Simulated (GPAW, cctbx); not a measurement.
## What do these deviations say about the bonding?

AlGa3As4, P-43m (no. 215), a = 5.7573 Å, b = 5.7573 Å, c = 5.7573 Å, α = 90.00°, β = 90.00°, γ = 90.00°.

| atom | mult. | x | y | z |
| --- | --- | --- | --- | --- |
| As1 | 4 | 0.2487 | 0.2487 | 0.2487 |
| Ga1 | 3 | 0 | 1/2 | 1/2 |
| Al1 | 1 | 0 | 0 | 0 |

The cell is our own: ordered zincblende alloy in the eight-atom cube, 1 of 4 Ga sites given to Al.

Absolute values of the static structure factors of the conventional cell from DFT (PBE, GPAW) against free spherical atoms, in electrons:

```
hkl  d (Å)  free atoms  crystal
010  5.757       16.59    16.57
011  4.071       17.13    17.11
111  3.324      144.86   145.53
020  2.879       21.95    22.34
021  2.575       16.70    16.71
121  2.350       15.56    15.57
022  2.035      176.35   175.94
122  1.919       13.64    13.64
030  1.919       16.71    16.72
031  1.821       14.11    14.15
```

**Question.** Which way does charge move, and which reflections show it best?

Project each element's phase sum on the total phase. |F| rises if density moves to atoms that scatter in phase and falls if it moves to atoms that scatter against it; the rule is for low angles, since changes of shape take over beyond. Where all elements are in phase the terms compete, and the compactness of the donor's and the acceptor's density matters too.

| hkl | As in phase | Ga in phase | Al in phase | change (e) | (%) |
| --- | --- | --- | --- | --- | --- |
| 010 | 0.0 | +1.0 | -1.0 | -0.02 | -0.1 |
| 011 | 0.0 | +1.0 | -1.0 | -0.03 | -0.2 |
| 111 | +3.1 | +1.9 | +0.6 | +0.67 | +0.5 |
| 020 | +4.0 | -3.0 | -1.0 | +0.39 | +1.8 |
| 021 | 0.0 | +1.0 | -1.0 | +0.01 | +0.1 |
| 121 | 0.0 | +1.0 | -1.0 | +0.01 | +0.1 |
| 022 | +4.0 | +3.0 | +1.0 | -0.41 | -0.2 |
| 122 | 0.0 | +1.0 | -1.0 | -0.01 | 0.0 |

Low-angle reflections that set elements apart and change by more than 0.05 e: 020 (010, 011, 021, 121 and 122 hardly move and tell little). The sign fits a gain of density on As and a loss on Ga and Al. The best witness is 020, +1.8 %, where As enters with +4.0. The real-space density agrees: Voronoi charges As -0.16, Ga +0.15, Al +0.17 e. The shortest bond, As–Al, has Δρ = +0.14 e/Å³ at its midpoint, a covalent bond charge.

[Outputs are excerpts: Python notices, other lines and further rows are left out; steps that failed or that the build refused (PBEsol, TPSS) are not shown.]

[Logs are printed without paths, hosts, clocks, repeated set-up lines and the standing remarks that a program may print on its own settings, such as how far it seeks lower states.]
